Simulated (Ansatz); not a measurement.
**InAs wire along [111], 38 atoms a period, H-terminated: bands along the axis**

Aim: is the InAs wire along [111], 38 atoms a period, H-terminated a metal or a semiconductor?

Main program and level: Ansatz 0.2.0; DFT PBE, plane waves, PAW; relaxation of a wire's period; PAW set soft_1, in the first sound run; inputs show where later runs differ.

## Step 1: Set-up

The cell holds 68 atoms: 19 In, 19 As and 30 H. Its edges and angles: a = 18.461 Å, b = 20.048 Å, c = 10.721 Å, α = 90.0°, β = 90.0°, γ = 90.0°. Vacuum lies along a and b. The structure's axis is c.

## Step 2: The relaxed wire

Band widths follow the bond lengths, so the wire is relaxed first. The atoms and the third cell vector are free; the box across stays fixed as vacuum. A Fermi-Dirac smearing is set since the result may be a metal. The pressure printed is a third of the stress's trace over the whole box, vacuum included; only the stress along the axis is relaxed.

The input, input.yaml:

```yaml
crystal:
  lattice:
    - [18.461, 0.0, 0.0]
    - [0.0, 20.048, 0.0]
    - [0.0, 0.0, 10.7213944989]
  atoms:
    - { symbol: In, position: [0.381445176, 0.316327242, 0.0] }
    - { symbol: In, position: [0.49999214, 0.50540273, 0.0] }
    - { symbol: In, position: [0.618539103, 0.316327242, 0.0] }
    - { symbol: In, position: [0.737086066, 0.50540273, 0.0] }
    - { symbol: As, position: [0.262898213, 0.50540273, 0.25] }
    - { symbol: As, position: [0.381445176, 0.316327242, 0.25] }
    - { symbol: As, position: [0.381445176, 0.694478218, 0.25] }
    - { symbol: As, position: [0.49999214, 0.50540273, 0.25] }
    - { symbol: As, position: [0.618539103, 0.316327242, 0.25] }
    - { symbol: As, position: [0.618539103, 0.694478218, 0.25] }
    - { symbol: As, position: [0.737086066, 0.50540273, 0.25] }
    - { symbol: H, position: [0.184172038, 0.673307606, 0.277992274] }
    - { symbol: H, position: [0.49999214, 0.169592977, 0.277992274] }
    - { symbol: H, position: [0.815812241, 0.673307606, 0.277992274] }
    - { symbol: H, position: [0.194344522, 0.468956351, 0.298190249] }
    - { symbol: H, position: [0.312891485, 0.279880863, 0.298190249] }
    - { symbol: H, position: [0.381445176, 0.767370976, 0.298190249] }
    - { symbol: H, position: [0.618539103, 0.767370976, 0.298190249] }
    - { symbol: H, position: [0.687092794, 0.279880863, 0.298190249] }
    - { symbol: H, position: [0.805639758, 0.468956351, 0.298190249] }
    - { symbol: In, position: [0.262898213, 0.631453055, 0.333333333] }
    - { symbol: In, position: [0.381445176, 0.442377567, 0.333333333] }
    - { symbol: In, position: [0.49999214, 0.631453055, 0.333333333] }
    - { symbol: In, position: [0.49999214, 0.25330208, 0.333333333] }
    - { symbol: In, position: [0.618539103, 0.442377567, 0.333333333] }
    - { symbol: In, position: [0.737086066, 0.631453055, 0.333333333] }
    - { symbol: As, position: [0.262898213, 0.631453055, 0.583333333] }
    - { symbol: As, position: [0.381445176, 0.442377567, 0.583333333] }
    - { symbol: As, position: [0.49999214, 0.631453055, 0.583333333] }
    - { symbol: As, position: [0.49999214, 0.25330208, 0.583333333] }
    - { symbol: As, position: [0.618539103, 0.442377567, 0.583333333] }
    - { symbol: As, position: [0.737086066, 0.631453055, 0.583333333] }
    - { symbol: H, position: [0.184172038, 0.421206956, 0.611325607] }
    - { symbol: H, position: [0.262898213, 0.295643302, 0.611325607] }
    - { symbol: H, position: [0.421265965, 0.799357932, 0.611325607] }
    - { symbol: H, position: [0.578718314, 0.799357932, 0.611325607] }
    - { symbol: H, position: [0.737086066, 0.295643302, 0.611325607] }
    - { symbol: H, position: [0.815812241, 0.421206956, 0.611325607] }
    - { symbol: H, position: [0.194344522, 0.595006676, 0.631523582] }
    - { symbol: H, position: [0.262898213, 0.704345813, 0.631523582] }
    - { symbol: H, position: [0.431438448, 0.216855701, 0.631523582] }
    - { symbol: H, position: [0.568545831, 0.216855701, 0.631523582] }
    - { symbol: H, position: [0.737086066, 0.704345813, 0.631523582] }
    - { symbol: H, position: [0.805639758, 0.595006676, 0.631523582] }
    - { symbol: In, position: [0.262898213, 0.379352405, 0.666666667] }
    - { symbol: In, position: [0.381445176, 0.568427893, 0.666666667] }
    - { symbol: In, position: [0.49999214, 0.379352405, 0.666666667] }
    - { symbol: In, position: [0.49999214, 0.75750338, 0.666666667] }
    - { symbol: In, position: [0.618539103, 0.568427893, 0.666666667] }
    - { symbol: In, position: [0.737086066, 0.379352405, 0.666666667] }
    - { symbol: As, position: [0.262898213, 0.379352405, 0.916666667] }
    - { symbol: As, position: [0.381445176, 0.568427893, 0.916666667] }
    - { symbol: As, position: [0.49999214, 0.379352405, 0.916666667] }
    - { symbol: As, position: [0.49999214, 0.75750338, 0.916666667] }
    - { symbol: As, position: [0.618539103, 0.568427893, 0.916666667] }
    - { symbol: As, position: [0.737086066, 0.379352405, 0.916666667] }
    - { symbol: H, position: [0.184172038, 0.547257281, 0.94465894] }
    - { symbol: H, position: [0.302719002, 0.736332769, 0.94465894] }
    - { symbol: H, position: [0.381445176, 0.232618139, 0.94465894] }
    - { symbol: H, position: [0.618539103, 0.232618139, 0.94465894] }
    - { symbol: H, position: [0.697265278, 0.736332769, 0.94465894] }
    - { symbol: H, position: [0.815812241, 0.547257281, 0.94465894] }
    - { symbol: H, position: [0.194344522, 0.342906026, 0.964856915] }
    - { symbol: H, position: [0.49999214, 0.830396138, 0.964856915] }
    - { symbol: H, position: [0.805639758, 0.342906026, 0.964856915] }
    - { symbol: In, position: [0.262898213, 0.50540273, 0.0] }
    - { symbol: In, position: [0.381445176, 0.694478218, 0.0] }
    - { symbol: In, position: [0.618539103, 0.694478218, 0.0] }
kpoints:
  mp_grid: { grid: [1, 1, 8] }
scf:
  occupations: { method: fermi_dirac, width: 0.05 }
hamiltonian:
  xc: pbe
  pseudopotentials: { kind: paw, azcp: { folder: soft_1 } }
relax:
  cell: { fix: [a, b, alpha, beta, gamma] }
  max_steps: 45
  f_tol: 0.03
```

Run with:

```sh
$ ansatz run input.yaml --threads 4 --pin off --max-ram 16384MiB --backend cpu --events-out ev --progress --plain --runs-dir out
```

Numbers of over 12 decimals in the logs are rounded to 6 here.

Log:

```text
Engine: ansatz 0.2.0, aarch64-unknown-linux-gnu
Pseudopotentials: kind: paw
Pseudopotential: In, paw, valence charge 13, recommended cutoff 420 eV (normal), soft_1/In.paw.azcp
Pseudopotential: As, paw, valence charge 15, recommended cutoff 420 eV (normal), soft_1/As.paw.azcp
Pseudopotential: H, paw, valence charge 1, recommended cutoff 420 eV (normal), soft_1/H.paw.azcp
Functional definition: PBE
  parameter kappa = 0.804
  parameter beta = 0.066725
  exchange = pbe_x(kappa = kappa, mu = beta*pi^2/3)
  correlation = pbe_c(beta = beta)
Crystal: 68 atoms, lattice volume = 3968.054 Å³
Basis set: ecut = 420 eV, 77509 PW (Γ), exchange–correlation on 250×270×144 points (8 copies of the dense FFT grid, shifted against one another)
Bands: 349, of which v1, the nominal top of the filled ones, is band 281 counted from 1 (280 counted from 0)
Symmetry: 2 space group operations
Space group: Pm (ITA 6), of the structure as read, at distance tolerance 1.6e-4 Å
k-points: 5 of 8 (time reversal used)
Non-local potential: In, projectors of the file, l = 0: 2, l = 1: 2, l = 2: 2, l = 3: 1
Non-local potential: As, projectors of the file, l = 0: 2, l = 1: 2, l = 2: 3, l = 3: 1
Non-local potential: H, projectors of the file, l = 0: 2, l = 1: 1
PAW form: soft (Blöchl's): semilocal exchange-correlation on the pseudo side does not see the compensation charge
PAW one-centre angular grid: In, 590 points (default); XC on 64 Gauss nodes
PAW one-centre angular grid: As, 590 points (default); XC on 64 Gauss nodes
PAW one-centre angular grid: H, 110 points (default); XC on 64 Gauss nodes
Initial density: superposition of atomic densities (neutral atoms: chi_scale 0, normalization atom)
Initial wavefunctions: pseudopotential atomic-orbital guess
Functional: x = pbe(κ = 0.804, μ = 0.219515), c = pbe(β = 0.066725)
SCF iter   1: F=—  HF=-199109.427562 eV  |F-HF|=—  |Δ(HF+E_count)|=         —  Δρ=2.80e-2  dr2=3.80e1  ethr=3.10e-3  ⟨swp⟩=6.4  Hψ=5884  notcnv=0  defer=172
preconditioner: auto → Resta (q_TF=auto, 1.970 Å⁻¹)  ε∞=1.8  [insulator: Δε(μ)=1.675 eV  Ē_g=13.055 eV  σ=0.050 eV  W_gap=1.00  n_scr=512 (ndim 8)  ℏωp=11.4 eV  f_vac=0.588  D(μ)=0.00/eV (n_scr^D=0)  ε∞_Penn≈1.8  vacuum switching on, ρ_ref=1.2e-2 e/Å³]
SCF iter   2: F=—  HF=-199099.272952 eV  |F-HF|=—  |Δ(HF+E_count)|=    1.02e1  Δρ=1.12e-2  dr2=5.71e0  ethr=3.10e-3  ⟨swp⟩=3.0  Hψ=2602  notcnv=0  defer=309
SCF iter   3: F=—  HF=-199098.361322 eV  |F-HF|=—  |Δ(HF+E_count)|=   9.12e-1  Δρ=4.21e-3  dr2=2.00e0  ethr=1.02e-3  ⟨swp⟩=4.4  Hψ=1885  notcnv=0  defer=309
SCF iter   4: F=—  HF=-199098.064835 eV  |F-HF|=—  |Δ(HF+E_count)|=   2.96e-1  Δρ=1.53e-3  dr2=2.72e-1  ethr=3.55e-4  ⟨swp⟩=4.0  Hψ=2113  notcnv=0  defer=309
SCF iter   5: F=—  HF=-199098.036684 eV  |F-HF|=—  |Δ(HF+E_count)|=   2.82e-2  Δρ=5.70e-4  dr2=1.16e-2  ethr=4.84e-5  ⟨swp⟩=3.4  Hψ=2680  notcnv=0  defer=309
SCF iter   6: F=—  HF=-199098.041656 eV  |F-HF|=—  |Δ(HF+E_count)|=   4.97e-3  Δρ=2.07e-4  dr2=2.17e-3  ethr=2.07e-6  ⟨swp⟩=2.0  Hψ=2616  notcnv=0  defer=309
SCF iter   7: F=—  HF=-199098.042703 eV  |F-HF|=—  |Δ(HF+E_count)|=   1.05e-3  Δρ=7.42e-5  dr2=5.09e-4  ethr=3.86e-7  ⟨swp⟩=2.0  Hψ=2171  notcnv=0  defer=309
SCF iter   8: F=—  HF=-199098.042858 eV  |F-HF|=—  |Δ(HF+E_count)|=   1.56e-4  Δρ=2.27e-5  dr2=2.50e-5  ethr=9.06e-8  ⟨swp⟩=2.0  Hψ=2616  notcnv=0  defer=309
SCF iter   9: F=—  HF=-199098.042858 eV  |F-HF|=—  |Δ(HF+E_count)|=   6.26e-7  Δρ=7.47e-6  dr2=3.25e-6  ethr=4.44e-9  ⟨swp⟩=2.0  Hψ=2925  notcnv=0  defer=309
SCF iter  10: F=—  HF=-199098.042861 eV  |F-HF|=—  |Δ(HF+E_count)|=   3.84e-6  Δρ=3.14e-6  dr2=1.27e-6  ethr=5.79e-10  ⟨swp⟩=2.0  Hψ=2616  notcnv=0  defer=309
SCF iter  11: F=—  HF=-199098.042862 eV  |F-HF|=—  |Δ(HF+E_count)|=   2.65e-7  Δρ=1.51e-6  dr2=2.68e-7  ethr=2.26e-10  ⟨swp⟩=3.0  Hψ=2430  notcnv=0  defer=309
SCF iter  12: F=-199098.042862 eV  HF=-199098.042862 eV  |F-HF|=9.92e-9  |Δ(HF+E_count)|=   4.94e-8  Δρ=5.73e-7  dr2=1.76e-8  ethr=1.78e-11  ⟨swp⟩=4.0  Hψ=4817  notcnv=0
SCF 1 converged in 12 iterations: F = -199098.042862 eV  dr2 = 1.76e-8
  greatest PAW one-centre occupation: 0.999 electrons in one spin orbital (limit 2), on the As atom at site 31 (counted from 0), in its partial waves of l = 2
relax step   1: F+E_penalty+E_count = -199098.04286174 eV  Δ(F+E_penalty+E_count) = +0.000e0 eV  max|allowed force component| = 9.269e-1 eV/Å  Δτ_max = 0.0000 Å  P = -0.319 GPa  Ω = 3968.054 Å³  fix = [a, b, alpha, beta, gamma]  reactions: a -0.499, b -0.500 GPa; alpha -0.000 GPa/rad  (12 SCF iters, dr2 threshold 1.00e-7 eV, accepted)
Crystal: 68 atoms, lattice volume = 3967.837 Å³
Initial density: handed on by an earlier stage of this run
Initial wavefunctions: those handed on with the density
iter 1 solved again at ethr=3.68e-4 eV; its pass at ethr=3.10e-3 eV (dr2=2.07e0 eV) is discarded
SCF iter   1: F=—  HF=-199100.216377 eV  |F-HF|=—  |Δ(HF+E_count)|=         —  Δρ=7.21e-3  dr2=2.06e0  ethr=3.68e-4  ⟨swp⟩=5.2  Hψ=8127  notcnv=0
preconditioner: auto → Resta (q_TF=auto, 1.970 Å⁻¹)  ε∞=1.7  [insulator: Δε(μ)=1.627 eV  Ē_g=13.256 eV  σ=0.050 eV  W_gap=1.00  n_scr=512 (ndim 8)  ℏωp=11.4 eV  f_vac=0.624  D(μ)=0.00/eV (n_scr^D=0)  ε∞_Penn≈1.7  vacuum switching on, ρ_ref=1.3e-2 e/Å³]
SCF iter   2: F=—  HF=-199099.818684 eV  |F-HF|=—  |Δ(HF+E_count)|=   3.98e-1  Δρ=3.69e-3  dr2=4.61e-1  ethr=3.67e-4  ⟨swp⟩=6.0  Hψ=3317  notcnv=0  defer=61
SCF iter   3: F=—  HF=-199099.777323 eV  |F-HF|=—  |Δ(HF+E_count)|=   4.14e-2  Δρ=1.68e-3  dr2=1.76e-1  ethr=8.20e-5  ⟨swp⟩=3.2  Hψ=2310  notcnv=0  defer=299
SCF iter   4: F=—  HF=-199099.755843 eV  |F-HF|=—  |Δ(HF+E_count)|=   2.15e-2  Δρ=3.80e-4  dr2=7.91e-3  ethr=3.12e-5  ⟨swp⟩=2.8  Hψ=1910  notcnv=0  defer=296
SCF iter   5: F=—  HF=-199099.755997 eV  |F-HF|=—  |Δ(HF+E_count)|=   1.54e-4  Δρ=1.23e-4  dr2=1.21e-3  ethr=1.41e-6  ⟨swp⟩=2.0  Hψ=2854  notcnv=0  defer=296
SCF iter   6: F=—  HF=-199099.755903 eV  |F-HF|=—  |Δ(HF+E_count)|=   9.42e-5  Δρ=4.75e-5  dr2=1.42e-4  ethr=2.16e-7  ⟨swp⟩=2.2  Hψ=2249  notcnv=0  defer=296
SCF iter   7: F=—  HF=-199099.755917 eV  |F-HF|=—  |Δ(HF+E_count)|=   1.37e-5  Δρ=1.71e-5  dr2=1.19e-5  ethr=2.52e-8  ⟨swp⟩=2.0  Hψ=2404  notcnv=0  defer=296
SCF iter   8: F=-199099.755921 eV  HF=-199099.755921 eV  |F-HF|=1.14e-7  |Δ(HF+E_count)|=   4.86e-6  Δρ=4.73e-6  dr2=1.37e-6  ethr=1.21e-9  ⟨swp⟩=4.0  Hψ=4940  notcnv=0
SCF 2 converged in 8 iterations: F = -199099.755921 eV  dr2 = 1.37e-6
  greatest PAW one-centre occupation: 0.999 electrons in one spin orbital (limit 2), on the As atom at site 29 (counted from 0), in its partial waves of l = 2
[...]
--- Forces (eV/Å), atoms counted from 1 ---
  atom   1  In    -0.00121739    -0.00706039    -0.00039836
  atom   2  In     0.00000000     0.00032932     0.02057042
  atom   3  In     0.00121739    -0.00706039    -0.00039836
  atom   4  In     0.00681906     0.00295727    -0.00041740
  atom   5  As     0.00268580    -0.00483196    -0.00468660
  atom   6  As    -0.00275190     0.00447161    -0.00486554
  atom   7  As     0.00537529     0.00002068    -0.00468618
  atom   8  As     0.00000000    -0.00033399     0.00649270
  atom   9  As     0.00275190     0.00447161    -0.00486554
  atom  10  As    -0.00537529     0.00002068    -0.00468618
  atom  11  As    -0.00268580    -0.00483196    -0.00468660
  atom  12  H     -0.00513431     0.00289266     0.01026687
  atom  13  H      0.00000000    -0.00658928     0.01022373
  atom  14  H      0.00513431     0.00289266     0.01026687
  atom  15  H      0.00133327     0.00112936    -0.00340017
  atom  16  H      0.00165814     0.00045819    -0.00343509
  atom  17  H     -0.00028062    -0.00178102    -0.00344180
  atom  18  H      0.00028062    -0.00178102    -0.00344180
  atom  19  H     -0.00165814     0.00045819    -0.00343509
  atom  20  H     -0.00133327     0.00112936    -0.00340017
  atom  21  In    -0.00037360     0.00045454    -0.00339177
  atom  22  In    -0.01374893    -0.00766256    -0.00662403
  atom  23  In     0.00000000     0.01622333    -0.00644473
  atom  24  In     0.00000000     0.00077304    -0.00349085
  atom  25  In     0.01374893    -0.00766256    -0.00662403
  atom  26  In     0.00037360     0.00045454    -0.00339177
  atom  27  As     0.00471663    -0.00264314     0.00284542
  atom  28  As     0.00039108    -0.00008028     0.00764461
  atom  29  As     0.00000000    -0.00048207     0.00798402
  atom  30  As     0.00000000     0.00554164     0.00236086
  atom  31  As    -0.00039108    -0.00008028     0.00764461
  atom  32  As    -0.00471663    -0.00264314     0.00284542
  atom  33  H      0.00563840    -0.01021213    -0.00875720
  atom  34  H     -0.00582037     0.00992440    -0.00873991
  atom  35  H      0.01188883    -0.00007391    -0.00876623
  atom  36  H     -0.01188883    -0.00007391    -0.00876623
  atom  37  H      0.00582037     0.00992440    -0.00873991
  atom  38  H     -0.00563840    -0.01021213    -0.00875720
  atom  39  H      0.00189889    -0.00061616    -0.00469071
  atom  40  H      0.00149425    -0.00134141    -0.00465167
[...]
atom  57  H     -0.00695409    -0.00224112     0.00758938
  atom  58  H     -0.00181252     0.00708657     0.00750172
  atom  59  H     -0.00528137    -0.00530359     0.00754969
  atom  60  H      0.00528137    -0.00530359     0.00754969
  atom  61  H      0.00181252     0.00708657     0.00750172
  atom  62  H      0.00695409    -0.00224112     0.00758938
  atom  63  H      0.00727581     0.00415656     0.00894847
  atom  64  H      0.00000000    -0.00859202     0.00895768
  atom  65  H     -0.00727581     0.00415656     0.00894847
  atom  66  In    -0.00681906     0.00295727    -0.00041740
  atom  67  In    -0.00569913     0.00499079    -0.00042694
  atom  68  In     0.00569913     0.00499079    -0.00042694
  max |Σ_I F_I| component: 2.67e-7 eV/Å
--- Stress (GPa, compression-positive) ---
        0.012125      -0.000000       0.000000
       -0.000000       0.010479       0.000130
        0.000000       0.000130       0.000570
  P = ⅓ Tr σ = 0.0077 GPa (0.077 kbar)
--- Relaxed structure (5 steps of the walk, 4 accepted, 1 SCFs on fresh bases) ---
  F+E_penalty+E_count = -199100.01877766 eV   max|allowed force component| = 2.057e-2 eV/Å   (the final SCF, on the basis selected at the relaxed cell)
  cell:  # Å, volume = 3974.0295 Å³
    - [18.461, 0.0, 0.0]
    - [0.0, 20.048, 0]
    - [0.0, 0, 10.737540]
  atoms:
    - { symbol: In, position: [0.381231, 0.311639, -0.00525818] }
    - { symbol: In, position: [0.5, 0.505412, 0.00285503] }
    - { symbol: In, position: [0.618769, 0.311639, -0.00525818] }
    - { symbol: In, position: [0.741607, 0.507579, -0.00526493] }
    - { symbol: As, position: [0.271753, 0.509764, 0.245758] }
    - { symbol: As, position: [0.389960, 0.321210, 0.245764] }
    - { symbol: As, position: [0.381783, 0.685262, 0.245759] }
    - { symbol: As, position: [0.5, 0.505410, 0.253537] }
    - { symbol: As, position: [0.610040, 0.321210, 0.245764] }
    - { symbol: As, position: [0.618217, 0.685262, 0.245759] }
    - { symbol: As, position: [0.728247, 0.509764, 0.245758] }
    - { symbol: H, position: [0.177171, 0.677018, 0.280136] }
    - { symbol: H, position: [0.5, 0.162170, 0.280042] }
    - { symbol: H, position: [0.822829, 0.677018, 0.280136] }
    - { symbol: H, position: [0.204607, 0.474520, 0.295985] }
    - { symbol: H, position: [0.323252, 0.285268, 0.295994] }
    - { symbol: H, position: [0.381350, 0.756429, 0.295984] }
    - { symbol: H, position: [0.618650, 0.756429, 0.295984] }
    - { symbol: H, position: [0.676748, 0.285268, 0.295994] }
    - { symbol: H, position: [0.795393, 0.474520, 0.295985] }
    - { symbol: In, position: [0.255419, 0.635455, 0.324139] }
    - { symbol: In, position: [0.384396, 0.443958, 0.346163] }
    - { symbol: In, position: [0.5, 0.628340, 0.346150] }
    - { symbol: In, position: [0.5, 0.245356, 0.324135] }
    - { symbol: In, position: [0.615604, 0.443958, 0.346163] }
    - { symbol: In, position: [0.744581, 0.635455, 0.324139] }
    - { symbol: As, position: [0.271757, 0.626737, 0.574511] }
    - { symbol: As, position: [0.378112, 0.440601, 0.592895] }
    - { symbol: As, position: [0.5, 0.635017, 0.592886] }
    - { symbol: As, position: [0.5, 0.262707, 0.574498] }
    - { symbol: As, position: [0.621888, 0.440601, 0.592895] }
    - { symbol: As, position: [0.728243, 0.626737, 0.574511] }
    - { symbol: H, position: [0.183342, 0.426940, 0.615626] }
    - { symbol: H, position: [0.267893, 0.292070, 0.615676] }
    - { symbol: H, position: [0.415427, 0.797155, 0.615675] }
    - { symbol: H, position: [0.584573, 0.797155, 0.615675] }
    - { symbol: H, position: [0.732107, 0.292070, 0.615676] }
    - { symbol: H, position: [0.816658, 0.426940, 0.615626] }
    - { symbol: H, position: [0.202756, 0.598029, 0.630115] }
    - { symbol: H, position: [0.264241, 0.696112, 0.630131] }
    - { symbol: H, position: [0.438505, 0.222013, 0.630061] }
    - { symbol: H, position: [0.561495, 0.222013, 0.630061] }
    - { symbol: H, position: [0.735759, 0.696112, 0.630131] }
    - { symbol: H, position: [0.797244, 0.598029, 0.630115] }
    - { symbol: In, position: [0.254147, 0.374680, 0.659077] }
    - { symbol: In, position: [0.388257, 0.564822, 0.678160] }
    - { symbol: In, position: [0.5, 0.386587, 0.678151] }
    - { symbol: In, position: [0.5, 0.766856, 0.659102] }
    - { symbol: In, position: [0.611743, 0.564822, 0.678160] }
    - { symbol: In, position: [0.745853, 0.374680, 0.659077] }
    - { symbol: As, position: [0.271378, 0.383852, 0.909501] }
    - { symbol: As, position: [0.381059, 0.568650, 0.925176] }
    - { symbol: As, position: [0.5, 0.378926, 0.925170] }
    - { symbol: As, position: [0.5, 0.748526, 0.909516] }
    - { symbol: As, position: [0.618941, 0.568650, 0.925176] }
    - { symbol: As, position: [0.728622, 0.383852, 0.909501] }
    - { symbol: H, position: [0.180404, 0.549465, 0.947603] }
    - { symbol: H, position: [0.298724, 0.738200, 0.947604] }
    - { symbol: H, position: [0.381673, 0.228479, 0.947669] }
    - { symbol: H, position: [0.618327, 0.228479, 0.947669] }
    - { symbol: H, position: [0.701276, 0.738200, 0.947604] }
    - { symbol: H, position: [0.819596, 0.549465, 0.947603] }
    - { symbol: H, position: [0.204956, 0.348529, 0.962636] }
    - { symbol: H, position: [0.5, 0.819151, 0.962660] }
    - { symbol: H, position: [0.795044, 0.348529, 0.962636] }
    - { symbol: In, position: [0.258393, 0.507579, -0.00526493] }
    - { symbol: In, position: [0.377162, 0.697026, -0.0052559] }
    - { symbol: In, position: [0.622838, 0.697026, -0.0052559] }
[key lines of the parts left out:]
SCF converged after 5 iterations
Free energy (F): -199100.018778 eV
Fermi energy:    -1.032052 eV
```

Elapsed: 31 min, on 4 threads of Arm Neoverse V1, shared host; peak memory 11 GiB; 2 h of CPU time.

The steps of the relaxation:

```csv
step,energy less that of the first step (eV),largest force component (eV/Å),pressure (GPa),volume (Å³)
1,0.0000,0.9269,-0.32,3968.05
2,-1.7131,0.5463,-0.14,3967.84
3,-1.9460,0.1330,0.02,3961.88
4,-1.8815,0.2232,0.01,3981.97
5,-1.9753,0.0206,0.01,3974.03
6*,-1.9759,0.0206,0.01,3974.03
```

Relaxation steps marked * repeat the geometry before them on a plane-wave basis chosen anew for their cell, so energy and pressure can jump there. Relaxation step 4 was tried and not accepted.

Forces are held to the 2 operations that the run works with; a distortion that breaks them can't arise in this run.

| cell as run | before | after | change |
| --- | --- | --- | --- |
| c (Å) | 10.721 | 10.738 | +0.2 % |

The atoms that moved most (Å, along periodic axes as changes of fractional coordinates times the final cell, across vacuum about the mean position):

```
atom      dx      dy      dz  length
 H65  -0.196   0.113  -0.024   0.227
 H63   0.196   0.113  -0.024   0.227
 H64   0.000  -0.225  -0.024   0.227
 H20  -0.189   0.112  -0.024   0.221
 H15   0.189   0.112  -0.024   0.221
 H16   0.191   0.108  -0.024   0.221
 H19  -0.191   0.108  -0.024   0.221
 H18   0.002  -0.219  -0.024   0.221
```

This step gave:

* cell length along the wire: 10.74 Å

The cell's length comes to 10.738 Å with spin left out.

(Part 1 of 2 ends here.)

[Logs are printed without paths, hosts, clocks, repeated set-up lines and the standing remarks that a program may print on its own settings, such as how far it seeks lower states.]

[Hosts, paths, dates, database ids (printed as entryN), source tags and the programs' standing remarks are cut or masked in the printed files.]
